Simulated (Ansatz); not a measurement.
The crystal is WS2 (2H monolayer).

The cell holds 3 atoms: 1 W and 2 S. Cell: a = 3.126 Å, b = 3.126 Å, c = 29.400 Å, α = 90.0°, β = 90.0°, γ = 120.0°. It derives from S2W1. Vacuum lies along c.

```xyz
3
Lattice="3.1257 0.0000 0.0000 -1.5628 2.7069 0.0000 0.0000 0.0000 29.4000" Properties=species:S:1:pos:R:3
W     0.0000    1.8046   14.7000
S     1.5628    0.9023   16.2604
S     1.5628    0.9023   13.1396
```

The structure was relaxed with LDA. The runs that relaxed it are not among those shown. Spin-orbit coupling is left out unless a run names it.

Gaps computed with Ansatz 0.2.0 without a self-energy: LDA 1.99 eV and HSE06 2.51 eV.

**Question.** Estimate the G0W0@LDA gap with 9×9×1 mesh, 366 empty bands, screening to 75 eV, PAW set soft_1 files.

About 2.85 eV: on its mesh the run moves the gap from 1.99 eV by +0.86 eV. Among the scalar-relativistic levels given, HSE06 is nearest (−0.34 eV). Bands and cutoff are finite, so the gap is not at the basis limit. The miss can reach some tenths of an eV and take either sign; the mesh is an error of its own. The mesh in the plane is coarse for a sheet; gap and any exciton binding can still move on denser ones. The many-body steps are scalar-relativistic: spin-orbit coupling is not in them.

[Paths, hosts, dates, memory and timing lines, banners, echoed tables and standing remarks are left out of the program output.]

[Logs are printed without paths, hosts, clocks, repeated set-up lines and the standing remarks that a program may print on its own settings, such as how far it seeks lower states.]

[Runs of the session that timed out or met a known fault of the program may be left out.]

[Cells called generated may have been cut or substituted from an entry of the Crystallography Open Database or the Materials Project.]

[Hosts, paths, dates, database ids (printed as entryN), source tags and the programs' standing remarks are cut or masked in the printed files.]
